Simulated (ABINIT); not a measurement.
# MgO (Periclase): one start, several treatments of the self-energy, part 2 of 2

Wanted: the gap of MgO (Periclase) under several approximations, with cost.

ABINIT 10.8.3; PBE and many-body steps on it, plane waves. Known limits of the many-body steps: not at the basis limit.

So far. Step 6 (G0W0, von der Linden-Horsch plasmon pole): Against G0W0 in ABINIT (6×6×6 mesh, 166 bands, screening to 304.8 eV, Godby-Needs plasmon pole), the gap moves by +0.260 eV. Step 7 (G0W0, Engel-Farid plasmon pole): Against G0W0 in ABINIT (6×6×6 mesh, 166 bands, screening to 304.8 eV, Godby-Needs plasmon pole), the gap moves by +0.145 eV.

The database entry behind the starting cell differs from later determinations by our own check (about 0.1 % long), so it need not match the best structure at ambient conditions.

## Step 8: One-shot SEX

This step: one-shot SEX on PBE, plane waves, norm-conserving pseudopotentials.

Input file run.abi:

```
acell 3*1.0 Angstrom
rprim 
  -0.000000000000 2.108500000000 2.108500000000
  2.108500000000 0.000000000000 2.108500000000
  2.108500000000 2.108500000000 0.000000000000
ntypat 2
znucl 12 8
natom 2
typat 1 2
xred 
  0.000000000000 0.000000000000 0.000000000000
  0.500000000000 0.500000000000 0.500000000000
pp_dirpath "pseudos"
pseudos "Mg.upf, O.upf"
ecut 38
ngkpt 6 6 6
nshiftk 1
shiftk 0 0 0
kptopt 1
chksymbreak 0
istwfk *1
occopt 1
irdwfk 1
optdriver 4
nband 166
gwcalctyp 6
ecutsigx 38
symsigma 1
nkptgw 1
kptgw 
  0.0000000000 0.0000000000 0.0000000000
bdgw 
  6 12
ecuteps 11.2
irdscr 1
indata_prefix "in"
outdata_prefix "out"
tmpdata_prefix "tmp"
```

Started as:

```bash
$ OMP_NUM_THREADS=1 mpirun -n 4 abinit run.abi > log
```

The program printed:

```text
.Version 10.8.3 of ABINIT. v10.8.2 released Aug 2026.

 Symmetries : space group Fm -3 m (#225); Bravais cF (face-center cubic)
[... echo of the input left out ...]
== DATASET  1 ==================================================================
-   mpi_nproc: 4, omp_nthreads: 1 (-1 if OMP is not activated)

--- !DatasetInfo
iteration_state: {dtset: 1, }
dimensions: {natom: 2, nkpt: 16, mband: 166, nsppol: 1, nspinor: 1, nspden: 1, mpw: 1430, }
cutoff_energies: {ecut:  38.0, pawecutdg:  -1.0, }
[...]
10  20.632  -9.568  -3.679   1.293   1.000   0.000  -2.386   7.182  27.814
       11  20.632  -9.568  -3.679   1.293   1.000   0.000  -2.386   7.182  27.814
       12  20.632  -9.568  -3.679   1.293   1.000   0.000  -2.386   7.182  27.814

== END DATASET(S) ==============================================================
================================================================================

 -outvars: echo values of variables after computation  --------
           etotal      0.0000000000E+00
            nband         166
             nkpt          16
          spgroup         225
 [... the other variables as echoed above ...]

 Calculation completed.
```

The job ended after 1.8 s (4 MPI ranks of Arm Neoverse V2, shared host; peak memory 0.17 GiB; 7 s of CPU time).

This step gave:

* quasiparticle gap on the points computed: 5.173 eV
* starting gap on the mesh: 4.733 eV
* k of the valence top: 0, 0, 0
* k of the conduction bottom: 0, 0, 0
* least direct quasiparticle gap on the computed points: 5.173 eV

Against G0W0 in ABINIT (6×6×6 mesh, 166 bands, screening to 304.8 eV, Godby-Needs plasmon pole), the gap moves by −1.901 eV.

## Step 9: One-shot COHSEX

This step: one-shot COHSEX on PBE, plane waves, norm-conserving pseudopotentials.

Edit run.abi of step 8 so:

```diff
@@ -25,3 +25,3 @@
 nband 166
-gwcalctyp 6
+gwcalctyp 7
 ecutsigx 38
```

The program printed:

```text
.Version 10.8.3 of ABINIT. v10.8.2 released Aug 2026.

 Symmetries : space group Fm -3 m (#225); Bravais cF (face-center cubic)
[... echo of the input left out ...]
== DATASET  1 ==================================================================
-   mpi_nproc: 4, omp_nthreads: 1 (-1 if OMP is not activated)

--- !DatasetInfo
iteration_state: {dtset: 1, }
dimensions: {natom: 2, nkpt: 16, mband: 166, nsppol: 1, nspinor: 1, nspden: 1, mpw: 1430, }
cutoff_energies: {ecut:  38.0, pawecutdg:  -1.0, }
[...]
10  20.632  -9.568  -3.679  -5.934   1.000   0.000  -9.613  -0.045  20.587
       11  20.632  -9.568  -3.679  -5.934   1.000   0.000  -9.613  -0.045  20.587
       12  20.632  -9.568  -3.679  -5.934   1.000   0.000  -9.613  -0.045  20.587

== END DATASET(S) ==============================================================
================================================================================

 -outvars: echo values of variables after computation  --------
           etotal      0.0000000000E+00
            nband         166
             nkpt          16
          spgroup         225
 [... the other variables as echoed above ...]

 Calculation completed.
```

Run time: 1.8 s. Hardware: 4 MPI ranks; peak memory 0.17 GiB; 7 s of CPU time.

This step gave:

* quasiparticle gap on the points computed: 9.35 eV
* starting gap on the mesh: 4.733 eV
* k of the valence top: 0, 0, 0
* k of the conduction bottom: 0, 0, 0
* least direct quasiparticle gap on the computed points: 9.35 eV

Against G0W0 in ABINIT (6×6×6 mesh, 166 bands, screening to 304.8 eV, Godby-Needs plasmon pole), the gap moves by +2.276 eV.

## Step 10: One-shot Hartree-Fock

This step: one-shot Hartree-Fock on PBE, plane waves, norm-conserving pseudopotentials.

Edit run.abi of step 9 so:

```diff
@@ -24,4 +24,4 @@
 optdriver 4
-nband 166
-gwcalctyp 7
+nband 12
+gwcalctyp 5
 ecutsigx 38
@@ -33,4 +33,4 @@
   6 12
-ecuteps 11.2
-irdscr 1
+ixc_sigma 40
+fftgw 31
 indata_prefix "in"
```

The program printed:

```text
.Version 10.8.3 of ABINIT. v10.8.2 released Aug 2026.

 Symmetries : space group Fm -3 m (#225); Bravais cF (face-center cubic)
[... echo of the input left out ...]
== DATASET  1 ==================================================================
-   mpi_nproc: 4, omp_nthreads: 1 (-1 if OMP is not activated)

--- !DatasetInfo
iteration_state: {dtset: 1, }
dimensions: {natom: 2, nkpt: 16, mband: 12, nsppol: 1, nspinor: 1, nspden: 1, mpw: 1430, }
cutoff_energies: {ecut:  38.0, pawecutdg:  -1.0, }
[...]
10  20.632  -9.568  -3.679   0.000   1.000   0.000  -3.679   5.889  26.521
       11  20.632  -9.568  -3.679   0.000   1.000   0.000  -3.679   5.889  26.521
       12  20.632  -9.568  -3.679   0.000   1.000   0.000  -3.679   5.889  26.521

== END DATASET(S) ==============================================================
================================================================================

 -outvars: echo values of variables after computation  --------
           etotal      0.0000000000E+00
            nband          12
             nkpt          16
          spgroup         225
 [... the other variables as echoed above ...]

 Calculation completed.
```

It took 1.7 s on 4 MPI ranks; peak memory 0.13 GiB; 6.4 s of CPU time.

Numbers from this step:

```yaml
quasiparticle_gap_on_the_points_computed: 14.76 eV
starting_gap_on_the_mesh: 4.733 eV
k_of_the_valence_top: 0, 0, 0
k_of_the_conduction_bottom: 0, 0, 0
least_direct_quasiparticle_gap_on_the_computed_points: 14.76 eV
```

Against G0W0 in ABINIT (6×6×6 mesh, 166 bands, screening to 304.8 eV, Godby-Needs plasmon pole), the gap moves by +7.687 eV.

## Step 11: Screening, 6×6×6 mesh, 166 bands, screening to 304.8 eV

This step: RPA screening on PBE, plane waves, norm-conserving pseudopotentials.

Edit run.abi of step 10 so:

```diff
@@ -23,14 +23,14 @@
 irdwfk 1
-optdriver 4
-nband 12
-gwcalctyp 5
-ecutsigx 38
-symsigma 1
-nkptgw 1
-kptgw 
-  0.0000000000 0.0000000000 0.0000000000
-bdgw 
-  6 12
-ixc_sigma 40
-fftgw 31
+optdriver 3
+nband 166
+ecuteps 11.2
+inclvkb 2
+awtr 1
+symchi 1
+gwcalctyp 2
+nfreqre 16
+freqremax 40 eV
+nfreqim 8
+spmeth 1
+nomegasf 120
 indata_prefix "in"
```

The program printed:

```text
.Version 10.8.3 of ABINIT. v10.8.2 released Aug 2026.

 Symmetries : space group Fm -3 m (#225); Bravais cF (face-center cubic)
[... echo of the input left out ...]
== DATASET  1 ==================================================================
-   mpi_nproc: 4, omp_nthreads: 1 (-1 if OMP is not activated)

--- !DatasetInfo
iteration_state: {dtset: 1, }
dimensions: {natom: 2, nkpt: 16, mband: 166, nsppol: 1, nspinor: 1, nspden: 1, mpw: 1430, }
cutoff_energies: {ecut:  38.0, pawecutdg:  -1.0, }
electrons: {nelect:   1.60000000E+01, charge:   0.00000000E+00, occopt:   1.00000000E+00, tsmear:   1.00000000E-02, }

 SCREENING: Calculation of the susceptibility and dielectric matrices

 Based on a program developped by R.W. Godby, V. Olevano, G. Onida, and L. Reining.
 Incorporated in ABINIT by V. Olevano, G.-M. Rignanese, and M. Torrent.
.Using double precision arithmetic ; gwpc =  8

[... cell and pseudopotentials left out ...]
--------------------------------------------------------------------------------

 ==== K-mesh for the wavefunctions ====
 Number of points in the irreducible wedge :    16
[... list of points left out ...]
 Together with 48 symmetry operations and time-reversal symmetry
 yields   216 points in the full Brillouin Zone.

 ==== Q-mesh for the screening function ====
 Number of points in the irreducible wedge :    16
[... list of points left out ...]
 Together with 48 symmetry operations and time-reversal symmetry
 yields   216 points in the full Brillouin Zone.

 setmesh: FFT mesh size selected  =    24x   24x   24
          total number of points  =        13824

 vcoul_init : cutoff-mode = AUXILIARY_FUNCTION
 q-points for optical limit:   1
     1)      0.000010    0.000020    0.000030

- screening: taking advantage of time-reversal symmetry
- Maximum band index for partially occupied states nbvw = 8
- Remaining bands to be divided among processors   nbcw = 158
- Number of bands treated by each node ~39

 Number of electrons calculated from density =   16.0000; Expected =   16.0000
 average of density, n =  0.126466
 r_s =    1.2359
 omega_plasma =   34.3038 [eV]

 calculating chi0 at frequencies [eV] :
  1    0.000000E+00    0.000000E+00
  2    2.666667E+00    0.000000E+00
  3    5.333333E+00    0.000000E+00
[...]
23    0.000000E+00    8.736574E+01
 24    0.000000E+00    1.230119E+02

--------------------------------------------------------------------------------
  q-point number  1        q = ( 0.000000, 0.000000, 0.000000) [r.l.u.]
--------------------------------------------------------------------------------
[... chi0 elements left out ...]
  [... further frequencies ...]

 No. of calculated frequencies >  15, stop printing
 For q-point:  0.000010 0.000020 0.000030
  dielectric constant =   3.0819
  dielectric constant without local fields =   3.3125

  Average fulfillment of the sum rule on Im[epsilon] for q-point    1 :     86.10  [%]
[... wings left out ...]
  q-point number  2        q = ( 0.166667, 0.000000, 0.000000) [r.l.u.]
--------------------------------------------------------------------------------
[... chi0 elements left out ...]
  [... further frequencies ...]

 No. of calculated frequencies >  15, stop printing
  Average fulfillment of the sum rule on Im[epsilon] for q-point    2 :     97.28  [%]

 [... 14 further q-points ...]
```

Wall time 5 min (4 MPI ranks); peak memory 1.4 GiB; 20 min of CPU time.

This step gave:

| Item | Value |
| --- | --- |
| ε∞ with local fields, on this mesh, along the program's q direction | 3.082 |
| the same without local fields | 3.312 |
| plasma frequency | 34.30 eV |
| plane waves in the screening matrix | 259 |

## Step 12: G0W0, contour deformation

This step: G0W0 on PBE, plane waves, norm-conserving pseudopotentials.

Edit run.abi of step 11 so:

```diff
@@ -23,14 +23,14 @@
 irdwfk 1
-optdriver 3
+optdriver 4
 nband 166
+gwcalctyp 2
+ecutsigx 38
+symsigma 1
+nkptgw 1
+kptgw 
+  0.0000000000 0.0000000000 0.0000000000
+bdgw 
+  6 12
 ecuteps 11.2
-inclvkb 2
-awtr 1
-symchi 1
-gwcalctyp 2
-nfreqre 16
-freqremax 40 eV
-nfreqim 8
-spmeth 1
-nomegasf 120
+irdscr 1
 indata_prefix "in"
```

The program printed:

```text
.Version 10.8.3 of ABINIT. v10.8.2 released Aug 2026.

 Symmetries : space group Fm -3 m (#225); Bravais cF (face-center cubic)
[... echo of the input left out ...]
== DATASET  1 ==================================================================
-   mpi_nproc: 4, omp_nthreads: 1 (-1 if OMP is not activated)

--- !DatasetInfo
iteration_state: {dtset: 1, }
dimensions: {natom: 2, nkpt: 16, mband: 166, nsppol: 1, nspinor: 1, nspden: 1, mpw: 1430, }
cutoff_energies: {ecut:  38.0, pawecutdg:  -1.0, }
[...]
7   4.693 -20.107 -25.567   3.535   0.780  -0.282 -21.609  -1.501   3.192
[...]
12  20.632  -9.568  -3.679  -4.733   0.830  -0.205  -8.609   0.959  21.591
       12   0.000   0.000   0.000  -0.022   0.000   0.000  -0.018  -0.018  -0.018

== END DATASET(S) ==============================================================
================================================================================

 -outvars: echo values of variables after computation  --------
           etotal      0.0000000000E+00
            nband         166
             nkpt          16
          spgroup         225
 [... the other variables as echoed above ...]

 Calculation completed.
```

Elapsed: 9.3 s, on 4 MPI ranks; peak memory 1.7 GiB.

Numbers from this step:

| Quantity | Value |
| --- | --- |
| G0W0 gap on the points computed | 7.032 eV |
| starting gap on the mesh | 4.733 eV |
| k of the valence top | 0, 0, 0 |
| k of the conduction bottom | 0, 0, 0 |
| least direct G0W0 gap on the computed points | 7.032 eV |

Against G0W0 in ABINIT (6×6×6 mesh, 166 bands, screening to 304.8 eV, Godby-Needs plasmon pole), the gap moves by −0.042 eV.

## Step 13: Screening, 6×6×6 mesh, 166 bands, screening to 304.8 eV

This step: RPA screening on PBE, plane waves, norm-conserving pseudopotentials.

Edit run.abi of step 12 so:

```diff
@@ -23,14 +23,11 @@
 irdwfk 1
-optdriver 4
+optdriver 3
 nband 166
-gwcalctyp 2
-ecutsigx 38
-symsigma 1
-nkptgw 1
-kptgw 
-  0.0000000000 0.0000000000 0.0000000000
-bdgw 
-  6 12
 ecuteps 11.2
-irdscr 1
+inclvkb 2
+awtr 1
+symchi 1
+gwcalctyp 1
+nfreqre 0
+nfreqim 16
 indata_prefix "in"
```

The program printed:

```text
.Version 10.8.3 of ABINIT. v10.8.2 released Aug 2026.

 Symmetries : space group Fm -3 m (#225); Bravais cF (face-center cubic)
[... echo of the input left out ...]
== DATASET  1 ==================================================================
-   mpi_nproc: 4, omp_nthreads: 1 (-1 if OMP is not activated)

--- !DatasetInfo
iteration_state: {dtset: 1, }
dimensions: {natom: 2, nkpt: 16, mband: 166, nsppol: 1, nspinor: 1, nspden: 1, mpw: 1430, }
cutoff_energies: {ecut:  38.0, pawecutdg:  -1.0, }
[...]
No. of calculated frequencies >  15, stop printing
 For q-point:  0.000010 0.000020 0.000030
  dielectric constant =   3.0343
  dielectric constant without local fields =   3.2587

  Average fulfillment of the sum rule on Im[epsilon] for q-point    1 :     86.09  [%]
[... wings left out ...]
  q-point number  2        q = ( 0.166667, 0.000000, 0.000000) [r.l.u.]
--------------------------------------------------------------------------------
[... chi0 elements left out ...]
  [... further frequencies ...]

 No. of calculated frequencies >  15, stop printing
  Average fulfillment of the sum rule on Im[epsilon] for q-point    2 :     97.27  [%]

 [... 14 further q-points ...]
```

The job ended after 9.7 min (4 MPI ranks; peak memory 1.2 GiB; 39 min of CPU time).

Numbers from this step:

- ε∞ with local fields, on this mesh, along the program's q direction: 3.034
- the same without local fields: 3.259
- plasma frequency: 34.30 eV
- plane waves in the screening matrix: 259

## Step 14: G0W0, analytic continuation

This step: G0W0 on PBE, plane waves, norm-conserving pseudopotentials.

Edit run.abi of step 13 so:

```diff
@@ -23,11 +23,16 @@
 irdwfk 1
-optdriver 3
+optdriver 4
 nband 166
+gwcalctyp 1
+ecutsigx 38
+symsigma 1
+nkptgw 1
+kptgw 
+  0.0000000000 0.0000000000 0.0000000000
+bdgw 
+  6 12
 ecuteps 11.2
-inclvkb 2
-awtr 1
-symchi 1
-gwcalctyp 1
-nfreqre 0
-nfreqim 16
+irdscr 1
+nomegasi 12
+omegasimax 25 eV
 indata_prefix "in"
```

The program printed:

```text
.Version 10.8.3 of ABINIT. v10.8.2 released Aug 2026.

 Symmetries : space group Fm -3 m (#225); Bravais cF (face-center cubic)
[... echo of the input left out ...]
== DATASET  1 ==================================================================
-   mpi_nproc: 4, omp_nthreads: 1 (-1 if OMP is not activated)

--- !DatasetInfo
iteration_state: {dtset: 1, }
dimensions: {natom: 2, nkpt: 16, mband: 166, nsppol: 1, nspinor: 1, nspden: 1, mpw: 1430, }
cutoff_energies: {ecut:  38.0, pawecutdg:  -1.0, }
[...]
7  -2.367 -20.107 -25.567   3.424   0.778  -0.286 -21.655  -1.548  -3.915
[...]
12  13.572  -9.568  -3.679  -4.648   0.861  -0.161  -8.506   1.062  14.634
       12   0.000   0.000   0.000  -0.098  -0.016  -0.021  -0.105  -0.105  -0.105

== END DATASET(S) ==============================================================
================================================================================

 -outvars: echo values of variables after computation  --------
           etotal      0.0000000000E+00
            nband         166
             nkpt          16
          spgroup         225
 [... the other variables as echoed above ...]

 Calculation completed.
```

The job ended after 8.7 s (4 MPI ranks; peak memory 1.2 GiB; 34 s of CPU time).

This step gave:

```
G0W0 gap on the points computed              : 7.038 eV
starting gap on the mesh                     : 4.733 eV
k of the valence top                         : 0, 0, 0
k of the conduction bottom                   : 0, 0, 0
least direct G0W0 gap on the computed points : 7.038 eV
```

Against G0W0 in ABINIT (6×6×6 mesh, 166 bands, screening to 304.8 eV, Godby-Needs plasmon pole), the gap moves by −0.036 eV.

## Step 15: Side by side

Times are wall times on 4 MPI ranks of Arm Neoverse V2, shared host, good to a factor of about two. A run's time includes the screening step that it read.

```csv
run,mesh,bands,screening cutoff (eV),DFT gap (eV),gap on the mesh (eV),direct (eV),ε∞ used,time
"G0W0, Godby-Needs plasmon pole",6×6×6,166,304.8,4.733,7.074,7.074,3.03,2.4 min
"G0W0, Hybertsen-Louie plasmon pole",6×6×6,166,304.8,4.733,7.508,7.508,3.03,2.4 min
"G0W0, von der Linden-Horsch plasmon pole",6×6×6,166,304.8,4.733,7.334,7.334,3.03,2.3 min
"G0W0, Engel-Farid plasmon pole",6×6×6,166,304.8,4.733,7.219,7.219,3.03,2.3 min
one-shot SEX,6×6×6,166,304.8,4.733,5.173,5.173,3.03,2.2 min
one-shot COHSEX,6×6×6,166,304.8,4.733,9.350,9.350,3.03,2.2 min
one-shot Hartree-Fock,6×6×6,-,-,4.733,14.761,14.761,-,1.7 s
"G0W0, contour deformation",6×6×6,166,304.8,4.733,7.032,7.032,3.08,5.2 min
"G0W0, analytic continuation",6×6×6,166,304.8,4.733,7.038,7.038,3.03,9.8 min
```

## Step 16: Outcome

| Item | Value |
| --- | --- |
| G0W0, Godby-Needs plasmon pole | 7.074 eV |
| G0W0, Hybertsen-Louie plasmon pole | 7.508 eV |
| G0W0, von der Linden-Horsch plasmon pole | 7.334 eV |
| G0W0, Engel-Farid plasmon pole | 7.219 eV |
| one-shot SEX | 5.173 eV |
| one-shot COHSEX | 9.350 eV |
| one-shot Hartree-Fock | 14.761 eV |
| G0W0, contour deformation | 7.032 eV |
| G0W0, analytic continuation | 7.038 eV |
| known limits | not at the basis limit |

G0W0, Hybertsen-Louie plasmon pole: +0.434 eV against G0W0, Godby-Needs plasmon pole. G0W0, von der Linden-Horsch plasmon pole: +0.260 eV against G0W0, Godby-Needs plasmon pole. G0W0, Engel-Farid plasmon pole: +0.145 eV against G0W0, Godby-Needs plasmon pole. One-shot SEX: −1.901 eV against G0W0, Godby-Needs plasmon pole. One-shot COHSEX: +2.276 eV against G0W0, Godby-Needs plasmon pole. One-shot Hartree-Fock: +7.687 eV against G0W0, Godby-Needs plasmon pole. G0W0, contour deformation: −0.042 eV against G0W0, Godby-Needs plasmon pole. G0W0, analytic continuation: −0.036 eV against G0W0, Godby-Needs plasmon pole. Bare exchange alone opens the gap to 14.76 eV; against G0W0, correlation takes back 7.69 eV. Static COHSEX lies above G0W0: it lacks the factor Z and overstates the Coulomb hole of the filled states. Bands and cutoff are finite, so the gap is not at the basis limit. The miss can reach some tenths of an eV and take either sign; the mesh is an error of its own. In the first G0W0 run levels were corrected at 1 k point alone, so a gap called «on the mesh» is the least over those, and an edge elsewhere would be missed.

[Paths, hosts, dates, memory and timing lines, banners, echoed tables and standing remarks are left out of the program output.]

[Logs are printed without paths, hosts, clocks, repeated set-up lines and the standing remarks that a program may print on its own settings, such as how far it seeks lower states.]

[Runs of the session that timed out or met a known fault of the program may be left out.]

[No measured gap is set beside runs whose start may be inverted or whose files or cutoffs have a known fault.]

[Hosts, paths, dates, database ids (printed as entryN), source tags and the programs' standing remarks are cut or masked in the printed files.]

[G0W0 gaps are taken among the corrected bands and points alone; a level outside them can change the order at an edge.]

[Where Ansatz stands beside ABINIT at settings called matched, ABINIT's density can come from a denser mesh and the files from another edition; pairs whose starting gaps differed by over 0.03 eV were left out, so agreement reads better than it is.]
